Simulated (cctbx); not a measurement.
**Accept or mend?**

Cell a = 4.3760 Å, b = 4.3760 Å, c = 6.8340 Å, α = 90.00°, β = 90.00°, γ = 90.00°; space group P4/nmm (no. 129, origin choice 1).

Simulated single-crystal data (cctbx): Cu Kα, λ = 1.54184 Å, to d = 0.83 Å, 50 % of the full sphere, strongest reflection 40000 counts, noise from counting, a 1.5 % proportional error and a noise floor of 4 counts (s.d.); no absorption.

An anisotropic refinement with weights 1/σ² prints:

```text
Rint 0.011, 26 unique reflections to 1.30 A
cycle     R1     wR2    GooF  max shift (A)
   1  0.0064  0.0206   2.185   0.00132
   2  0.0029  0.0060   0.633   0.00000
final R1 0.0029 wR2 0.0060 GooF 0.633  parameters 8  data/parameter 3.2
atom        x        y        z      Ueq    occ   su(xyz)  su(Uiso or U11)
Pb1    0.50000  0.00000  0.22592   0.0077  1.000  0.00005  0.0003
Pd1    0.50000  0.50000  0.00000   0.0211  1.000  0.00000  0.0003
Mg1    0.50000  0.00000  0.68342   0.0223  1.000  0.00039  0.0012
difference map: max 0.10 min -0.09 rms 0.03
Q1    0.2500  0.2500  0.5000    4    0.10  1.99 A from Mg1
Q2    0.0000  0.5000  0.1413    2    0.08  1.20 A from Mg1
Q3    0.0000  0.0000  0.0849    4    0.07  0.58 A from Pd1
Q4    0.2367  0.2633  0.2593    8    0.07  1.52 A from Mg1
Q5    0.2500  0.2500  0.0000    4    0.06  1.55 A from Pd1
Q6    0.1396  0.1396  0.0000    8    0.04  0.86 A from Pd1
```

**Question.** Can this result stand? If not, what is the likely fault?

Mend it. The fault: data cut at low resolution. Against the right model at the same level, R1 goes from 0.0050 to 0.0029 and GooF from 1.00 to 0.63. The atoms are right, but there are too few data for the parameters: R1 flatters and the s.u.s grow. Data per parameter fall from 11 to 3.2.

The compound is MgPdPb. The right model at the same level gives:

```text
Rint 0.014, 88 unique reflections to 0.83 A
cycle     R1     wR2    GooF  max shift (A)
   1  0.0111  0.0352   3.188   0.00120
   2  0.0050  0.0110   1.000   0.00000
final R1 0.0050 wR2 0.0110 GooF 1.000  parameters 8  data/parameter 11.0
atom        x        y        z      Ueq    occ   su(xyz)  su(Uiso or U11)
Pb1    0.50000  0.00000  0.22598   0.0081  1.000  0.00003  0.0001
Pd1    0.50000  0.50000  0.00000   0.0218  1.000  0.00000  0.0001
Mg1    0.50000  0.00000  0.68305   0.0226  1.000  0.00028  0.0007
difference map: max 0.39 min -0.36 rms 0.09
Q1    0.0000  0.0000  0.1117    4    0.39  0.76 A from Pd1
Q2    0.0000  0.5000  0.0940    2    0.33  1.52 A from Mg1
Q3    0.0000  0.2261  0.5166    8    0.27  1.82 A from Mg1
Q4    0.0000  0.5000  0.2037    2    0.26  0.77 A from Mg1
Q5    0.0000  0.0000  0.4310    4    0.25  2.32 A from Mg1
Q6    0.0000  0.5000  0.6367    2    0.24  0.94 A from Pb1
```

This is a model crystal, built by substitution and not relaxed, with assumed displacement parameters.

[Middle refinement cycles are left out of these outputs.]

[Logs are printed without paths, hosts, clocks, repeated set-up lines and the standing remarks that a program may print on its own settings, such as how far it seeks lower states.]
